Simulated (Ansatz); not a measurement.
# AgSb2 (hypothetical, Fm-3m): a volume series of phonon spectra

Which modes of AgSb2 (hypothetical) drive its thermal expansion? The crystal structure is hypothetical: it was made by swapping elements on a known structure type.

Program: Ansatz 0.2.0. Level of theory: DFT PBE, scalar-relativistic, plane waves, PAW. Results are calculated unless marked as measured.

### Step 1. Set-up

Symmetry: Fm-3m, No. 225, cubic system. The conventional cell has a = 6.773 Å, b = 6.773 Å, c = 6.773 Å, α = 90.00°, β = 90.00°, γ = 90.00°. Sb has 4 Ag at 2.93 Å nearest. Nearest to Ag lie 8 Sb at 2.93 Å. Farther neighbours are not listed.

### Step 2. Probe on a coarse mesh

A cheap single point shows whether the cell is a metal or an insulator and how far it is from rest; that sets the k-mesh and the occupations of what follows.

The input, input.yaml:

```yaml
crystal:
  lattice:
    - [0.0, 3.38656, 3.38656]
    - [3.38656, 0.0, 3.38656]
    - [3.38656, 3.38656, 0.0]
  atoms:
    - { symbol: Sb, position: [0.25, 0.25, 0.25] }
    - { symbol: Sb, position: [0.75, 0.75, 0.75] }
    - { symbol: Ag, position: [0.0, 0.0, 0.0] }
kpoints:
  mp_grid: { grid: [6, 6, 6] }
hamiltonian:
  xc: pbe
scf:
  occupations: { method: gaussian, width: 0.1 }
output:
  forces: true
  stress: true
  eigenvalues: true
```

On the command line:

```sh
$ ansatz run input.yaml --threads 4 --pin off --max-ram 8192MiB --backend cpu --events-out ev --progress --plain --runs-dir out
```

Numbers of over 12 decimals in the logs are rounded to 6 here.

What it wrote:

```text
Engine: ansatz 0.2.0, aarch64-unknown-linux-gnu
Pseudopotentials: kind: paw
Pseudopotential: Sb, paw, valence charge 15, recommended cutoff 420 eV (normal), Sb.paw.azcp
Pseudopotential: Ag, paw, valence charge 19, recommended cutoff 420 eV (normal), Ag.paw.azcp
Functional definition: PBE
  parameter kappa = 0.804
  parameter beta = 0.066725
  exchange = pbe_x(kappa = kappa, mu = beta*pi^2/3)
  correlation = pbe_c(beta = beta)
Crystal: 3 atoms, lattice volume = 77.679 Å³
Basis set: ecut = 420 eV, 1471 PW (Γ), exchange–correlation on 72×72×72 points (8 copies of the dense FFT grid, shifted against one another)
Bands: 30, of which v1, the nominal top of the filled ones, is band 25 counted from 1 (24 counted from 0)
Symmetry: 48 space group operations
Space group: Fm-3m (ITA 225), of the structure as read, at distance tolerance 4.3e-5 Å
k-points: 16 of 216
Non-local potential: Sb, projectors of the file, l = 0: 2, l = 1: 2, l = 2: 2, l = 3: 2
Non-local potential: Ag, projectors of the file, l = 0: 3, l = 1: 2, l = 2: 2, l = 3: 1
PAW form: soft (Blöchl's): semilocal exchange-correlation on the pseudo side does not see the compensation charge
PAW one-centre angular grid: Sb, 590 points (default); XC on 64 Gauss nodes
PAW one-centre angular grid: Ag, 590 points (default); XC on 64 Gauss nodes
Initial density: superposition of atomic densities (neutral atoms: chi_scale 0, normalization atom), corrected by the library's trained network
Initial wavefunctions: pseudopotential atomic-orbital guess
Functional: x = pbe(κ = 0.804, μ = 0.219515), c = pbe(β = 0.066725)
SCF iter   1: F=—  HF=-20559.087878 eV  |F-HF|=—  |Δ(HF+E_count)|=         —  Δρ=1.72e-3  dr2=3.26e-3  ethr=1.77e-3  ⟨swp⟩=6.5  Hψ=1996  notcnv=0
preconditioner: auto → LDOS  [metal: Δε(μ)=0.091 eV  Ē_g=8.777 eV  σ=0.100 eV  W_gap=0.41  n_scr=14 (ndim 8)  ℏωp=19.3 eV  f_vac=0.043  D(μ)=1.84/eV (n_scr^D=14)  β→1.0]
SCF iter   2: F=—  HF=-20559.087478 eV  |F-HF|=—  |Δ(HF+E_count)|=   4.00e-4  Δρ=5.35e-4  dr2=1.23e-4  ethr=6.65e-6  ⟨swp⟩=2.9  Hψ=1072  notcnv=0
SCF iter   3: F=—  HF=-20559.087477 eV  |F-HF|=—  |Δ(HF+E_count)|=   1.20e-6  Δρ=3.23e-4  dr2=6.48e-5  ethr=2.52e-7  ⟨swp⟩=2.0  Hψ=858  notcnv=0
SCF iter   4: F=—  HF=-20559.087455 eV  |F-HF|=—  |Δ(HF+E_count)|=   2.15e-5  Δρ=8.43e-5  dr2=5.55e-6  ethr=1.32e-7  ⟨swp⟩=2.1  Hψ=625  notcnv=0
SCF iter   5: F=—  HF=-20559.087454 eV  |F-HF|=—  |Δ(HF+E_count)|=   1.35e-6  Δρ=1.99e-5  dr2=2.61e-7  ethr=1.13e-8  ⟨swp⟩=2.0  Hψ=794  notcnv=0
SCF iter   6: F=-20559.087454 eV  HF=-20559.087454 eV  |F-HF|=1.27e-9  |Δ(HF+E_count)|=   3.49e-8  Δρ=2.40e-6  dr2=6.71e-9  ethr=2.04e-10  ⟨swp⟩=7.9  Hψ=2088  notcnv=0
SCF 1 converged in 6 iterations: F = -20559.087454 eV  dr2 = 6.71e-9
  greatest PAW one-centre occupation: 1.000 electrons in one spin orbital (limit 2), on the Ag atom at site 2 (counted from 0), in its partial waves of l = 0
SCF converged after 6 iterations
Free energy (F): -20559.087454 eV
Harris-Foulkes:  -20559.087454 eV  (|F-HF|=1.27e-9)
Internal energy: -20559.078513 eV  (E = F + TS)
E sigma→0 (E₀):  -20559.082984 eV
Entropy (-TS):   -0.008940 eV (-2.980 meV/atom)
Fermi energy:    11.907800 eV
--- Per-component energies (eV) ---
  E_band       = -642.779854
  E_kinetic    = 940.886008
  E_local      = -6126.690615  (includes V_loc(G=0)·N_el)
  E_nonlocal   = 802.826447
  E_hartree    = 2782.409137
  E_xc         = -462.214471
  E_vxc        = -427.953455  (∫ρ·V_xc dr)
  E_paw        = -13050.644946  (= ΣΔE_a)
  E_vpaw       = -1396.660741  (= ΣTr[D̂ρ^β])
  E_aug_tail   = 0.000309  (compensation charges beyond the density's cutoff)
  E_ewald      = -5445.650383
  E_smearing   = -0.008940  (= −TS)
  E_closure    = -0.000000  (closes the sum)
  Σ components = -20559.087454   (vs F -20559.087454, Δ=0.00e0)
--- Forces (eV/Å), atoms counted from 1 ---
  atom   1  Sb    -0.00000000    -0.00000000     0.00000000
  atom   2  Sb    -0.00000000    -0.00000000     0.00000000
  atom   3  Ag    -0.00000000    -0.00000000     0.00000000
  max |Σ_I F_I| component: 2.78e-17 eV/Å
--- Stress (GPa, compression-positive) ---
        3.262719      -0.000000       0.000000
       -0.000000       3.262719       0.000000
        0.000000      -0.000000       3.262719
  P = ⅓ Tr σ = 3.2627 GPa (32.627 kbar)
--- Band table (eV; the first three rows and the last of 16) ---
  k-point 0: bands = [... 21 lower, 11.0800, 11.0800, 11.0800, 12.7209, 12.7209, 12.7209, 14.8250, 14.8250, ... 1 higher]
  k-point 1: bands = [... 21 lower, 10.0076, 10.7531, 10.7531, 12.2224, 12.4237, 12.4237, 14.9239, 15.3764, ... 1 higher]
  k-point 2: bands = [... 21 lower, 9.4523, 10.1914, 10.1914, 11.2936, 11.9015, 11.9015, 15.8868, 16.8645, ... 1 higher]
  k-point 15: bands = [... 21 lower, 6.8542, 7.8524, 9.7344, 12.7213, 14.0084, 15.1974, 15.8530, 16.9486, ... 1 higher]
```

Run time: 1.1 s. Hardware: 4 threads of Arm Neoverse V2, shared host; peak memory 0.37 GiB; 2.6 s of CPU time.

The column dr2 measures how far the density is from self-consistency, as an energy; F and HF (Harris–Foulkes) agree once it is small.

This step gave:

```yaml
pressure: 3.263 GPa
volume_per_atom: 25.89 Å³
gap_on_the_k_mesh: 0 eV
```

The start is under 3.3 GPa at this level and looks like a metal on this mesh.

### Step 3. Relaxation

Phonons are second derivatives about a minimum, so cell and atoms are relaxed first, inside the symmetry of the start.

input.yaml, as its differences from that of step 2:

```diff
@@ -10,3 +10,3 @@
 kpoints:
-  mp_grid: { grid: [6, 6, 6] }
+  mp_grid: { grid: [12, 12, 12] }
 hamiltonian:
@@ -19 +19,6 @@
   eigenvalues: true
+relax:
+  adjacent_minimum: "off"
+  f_tol: 0.005
+  max_steps: 80
+  cell: { stress_tol: 0.05 }
```

What it wrote:

```text
[...]
Crystal: 3 atoms, lattice volume = 77.679 Å³
Basis set: ecut = 420 eV, 1471 PW (Γ), exchange–correlation on 72×72×72 points (8 copies of the dense FFT grid, shifted against one another)
Bands: 30, of which v1, the nominal top of the filled ones, is band 25 counted from 1 (24 counted from 0)
Symmetry: 48 space group operations
[...]
k-points: 72 of 1728
[...]
SCF iter   1: F=—  HF=-20559.084155 eV  |F-HF|=—  |Δ(HF+E_count)|=         —  Δρ=2.18e-3  dr2=4.31e-3  ethr=1.77e-3  ⟨swp⟩=6.4  Hψ=8991  notcnv=0
[...]
SCF iter   6: F=-20559.083388 eV  HF=-20559.083388 eV  |F-HF|=3.57e-10  |Δ(HF+E_count)|=   6.22e-8  Δρ=1.73e-6  dr2=3.24e-9  ethr=1.11e-10  ⟨swp⟩=5.0  Hψ=9159  notcnv=0
SCF 1 converged in 6 iterations: F = -20559.083388 eV  dr2 = 3.24e-9
[...]
relax step   1: F+E_penalty+E_count = -20559.08338779 eV  Δ(F+E_penalty+E_count) = +0.000e0 eV  max|allowed force component| = 4.626e-18 eV/Å  Δτ_max = 0.0000 Å  P = +3.361 GPa  Ω = 77.679 Å³  (6 SCF iters, dr2 threshold 1.00e-7 eV, accepted)
Crystal: 3 atoms, lattice volume = 84.601 Å³
Basis set: ecut = 420 eV, 1639 PW (Γ), exchange–correlation on 72×72×72 points (8 copies of the dense FFT grid, shifted against one another)
[...]
iter 1 solved again at ethr=8.25e-5 eV; its pass at ethr=3.10e-3 eV (dr2=4.04e-2 eV) is discarded
[...]
SCF iter   6: F=-20559.100192 eV  HF=-20559.100192 eV  |F-HF|=8.65e-9  |Δ(HF+E_count)|=   2.16e-7  Δρ=4.12e-6  dr2=8.00e-9  ethr=6.12e-10  ⟨swp⟩=7.1  Hψ=9230  notcnv=0
SCF 2 converged in 6 iterations: F = -20559.100192 eV  dr2 = 8.00e-9
relax step   2: F+E_penalty+E_count = -20559.10019176 eV  Δ(F+E_penalty+E_count) = -1.680e-2 eV  max|allowed force component| = 1.079e-17 eV/Å  Δτ_max = 0.0000 Å  P = -2.052 GPa  Ω = 84.601 Å³  energy of the carried Pulay correction = -1.695e-3 eV  (6 SCF iters, dr2 threshold 3.00e-7 eV, accepted)
Crystal: 3 atoms, lattice volume = 81.838 Å³
[...]
SCF iter   5: F=-20559.120890 eV  HF=-20559.120890 eV  |F-HF|=7.07e-8  |Δ(HF+E_count)|=   6.50e-7  Δρ=1.20e-5  dr2=8.35e-8  ethr=6.12e-10  ⟨swp⟩=3.4  Hψ=9188  notcnv=0
SCF 3 converged in 5 iterations: F = -20559.120890 eV  dr2 = 8.35e-8
relax step   3: F+E_penalty+E_count = -20559.12088957 eV  Δ(F+E_penalty+E_count) = -2.070e-2 eV  max|allowed force component| = 2.082e-17 eV/Å  Δτ_max = 0.0000 Å  P = -0.210 GPa  Ω = 81.838 Å³  energy of the carried Pulay correction = -1.036e-3 eV  (5 SCF iters, dr2 threshold 3.00e-7 eV, accepted)
[...]
relax step   4: F+E_penalty+E_count = -20559.12114908 eV  Δ(F+E_penalty+E_count) = -2.595e-4 eV  max|allowed force component| = 7.517e-18 eV/Å  Δτ_max = 0.0000 Å  P = +0.016 GPa  Ω = 81.533 Å³  energy of the carried Pulay correction = -9.620e-4 eV  (4 SCF iters, dr2 threshold 1.11e-7 eV, accepted)
[...]
SCF iter   5: F=-20559.121997 eV  HF=-20559.121997 eV  |F-HF|=3.64e-12  |Δ(HF+E_count)|=  7.35e-10  Δρ=6.00e-8  dr2=1.94e-12  ethr=1.00e-12  ⟨swp⟩=7.0  Hψ=10149  notcnv=0
SCF 5 converged in 5 iterations: F = -20559.121997 eV  dr2 = 1.94e-12
relax step   5: F+E_penalty+E_count = -20559.12199667 eV  Δ(F+E_penalty+E_count) = -8.476e-4 eV  max|allowed force component| = 1.619e-17 eV/Å  Δτ_max = 0.0000 Å  P = +0.006 GPa  Ω = 81.533 Å³  stress off target by 5.60e-3 GPa  SCF on the basis re-selected at this cell (its energy is not comparable with the rows above)  (5 SCF iters)
basis re-selected at this cell: Δ(F+E_penalty+E_count) = -8.476e-4 eV, ΔP = -0.010 GPa vs the last step (what re-selecting the basis moved, of the pressure what is left beyond the Pulay correction that the steps carried, after the strain that the cell walked since its last selection, with what the two solves' SCF thresholds leave and, on support functions, any second-order correction that the steps lacked; it is no m [...]
SCF converged after 5 iterations
Free energy (F): -20559.121997 eV
[...]
Internal energy: -20559.114921 eV  (E = F + TS)
E sigma→0 (E₀):  -20559.118459 eV
Entropy (-TS):   -0.007075 eV (-2.358 meV/atom)
Fermi energy:    10.933303 eV
[...]
--- Stress (GPa, compression-positive) ---
        0.005603       0.000000       0.000000
       -0.000000       0.005603       0.000000
        0.000000       0.000000       0.005603
  P = ⅓ Tr σ = 0.0056 GPa (0.056 kbar)
--- Band table (eV; the first three rows and the last of 72) ---
  k-point 0: bands = [... 21 lower, 10.2752, 10.2752, 10.2752, 11.9026, 11.9026, 11.9026, 14.0873, 14.0873, ... 1 higher]
  k-point 1: bands = [... 21 lower, 9.9426, 10.1939, 10.1939, 11.7172, 11.8223, 11.8223, 14.0071, 14.2180, ... 1 higher]
  k-point 2: bands = [... 21 lower, 9.2819, 9.9892, 9.9892, 11.3429, 11.6043, 11.6043, 14.1120, 14.6156, ... 1 higher]
  k-point 71: bands = [... 21 lower, 6.2333, 7.2456, 10.3141, 10.3141, 14.0198, 14.1765, 14.7770, 15.0600, ... 1 higher]
--- Relaxed structure (4 steps of the walk, 4 accepted, 1 SCFs on fresh bases) ---
  F+E_penalty+E_count = -20559.12199667 eV   max|allowed force component| = 1.619e-17 eV/Å   (the final SCF, on the basis selected at the relaxed cell)
  cell:  # Å, volume = 81.5333 Å³
    - [0, 3.441663, 3.441663]
    - [3.441663, 0, 3.441663]
    - [3.441663, 3.441663, 0]
  atoms:
    - { symbol: Sb, position: [0.25, 0.25, 0.25] }
    - { symbol: Sb, position: [0.75, 0.75, 0.75] }
    - { symbol: Ag, position: [0, 0, 0] }
```

Elapsed: 11 s, on 4 threads; peak memory 0.48 GiB.

Step by step:

```csv
step,energy less that of the first step (eV),largest force component (eV/Å),pressure (GPa),volume (Å³)
1,0.0000,0.0000,3.36,77.68
2,-0.0168,0.0000,-2.05,84.60
3,-0.0375,0.0000,-0.21,81.84
4,-0.0378,0.0000,0.02,81.53
5*,-0.0386,0.0000,0.01,81.53
```

Relaxation steps marked * repeat the geometry before them on a plane-wave basis chosen anew for their cell, so energy and pressure can jump there.

Forces are held to the 48 operations that the run works with; a distortion that breaks them can't arise in this run.

```csv
"conventional cell, symmetrised",before,after,change
a (Å),6.773,6.883,+1.6 %
b (Å),6.773,6.883,+1.6 %
c (Å),6.773,6.883,+1.6 %
volume (Å³/atom),25.89,27.18,+5.0 %
```

The relaxed structure:

```
Sb Ag
1.0
     0.00000    3.44166    3.44166
     3.44166    0.00000    3.44166
     3.44166    3.44166    0.00000
Sb Ag
2 1
Cartesian
  1.7208 1.7208 1.7208
  5.1625 5.1625 5.1625
  0.0000 0.0000 0.0000
```

Numbers from this step:

```yaml
pressure: 0.005603 GPa
volume_per_atom: 27.18 Å³
```

The relaxation ends with a pressure of 0.01 GPa.

### Step 4. Tight relaxation

The thresholds are tightened for a last relaxation ahead of the phonons, and where mesh or smearing change with them the cell follows.

input.yaml, the sections that differ from step 3:

```yaml
crystal:
  lattice:
    - [0.0, 3.4416633593, 3.4416633593]
    - [3.4416633593, 0.0, 3.4416633593]
    - [3.4416633593, 3.4416633593, 0.0]
  atoms:
    - { symbol: Sb, position: [0.25, 0.25, 0.25] }
    - { symbol: Sb, position: [0.75, 0.75, 0.75] }
    - { symbol: Ag, position: [0.0, 0.0, 0.0] }
scf:
  occupations: { method: methfessel_paxton, width: 0.15 }
relax:
  adjacent_minimum: "off"
  f_tol: 0.001
  max_steps: 60
  cell: { stress_tol: 0.01 }
# kpoints, hamiltonian, output: as in step 3
```

What it wrote:

```text
[...]
Crystal: 3 atoms, lattice volume = 81.533 Å³
Basis set: ecut = 420 eV, 1639 PW (Γ), exchange–correlation on 72×72×72 points (8 copies of the dense FFT grid, shifted against one another)
Bands: 30, of which v1, the nominal top of the filled ones, is band 25 counted from 1 (24 counted from 0)
Symmetry: 48 space group operations
[...]
k-points: 72 of 1728
[...]
--- Relaxed structure (1 steps of the walk, 1 accepted, 1 SCFs on fresh bases) ---
[...]
cell:  # Å, volume = 81.5333 Å³
    - [0.0, 3.4416633593, 3.4416633593]
    - [3.4416633593, 0.0, 3.4416633593]
    - [3.4416633593, 3.4416633593, 0.0]
  atoms:
    - { symbol: Sb, position: [0.25, 0.25, 0.25] }
    - { symbol: Sb, position: [0.750000, 0.750000, 0.750000] }
    - { symbol: Ag, position: [0.0, 0.0, 0.0] }
[key lines of the parts left out:]
SCF converged after 6 iterations
Free energy (F): -20559.118295 eV
Fermi energy:    10.932390 eV
P = ⅓ Tr σ = 0.0002 GPa (0.002 kbar)
```

Run time: 5.4 s. Hardware: 4 threads; peak memory 0.49 GiB; 19 s of CPU time.

Little changed from the start: no atom moved by 0.005 Å and no cell edge by 0.1 %.

Numbers from this step:

- pressure: 1.88e-4 GPa

The residual pressure is 1.9e-4 GPa, small enough for phonons.

[end of part 1 of 4]

[Logs are printed without paths, hosts, clocks, repeated set-up lines and the standing remarks that a program may print on its own settings, such as how far it seeks lower states.]

[Hosts, paths, dates, database ids (printed as entryN), source tags and the programs' standing remarks are cut or masked in the printed files.]

[A step with changed settings may run another functional than the one named; its input shows which.]


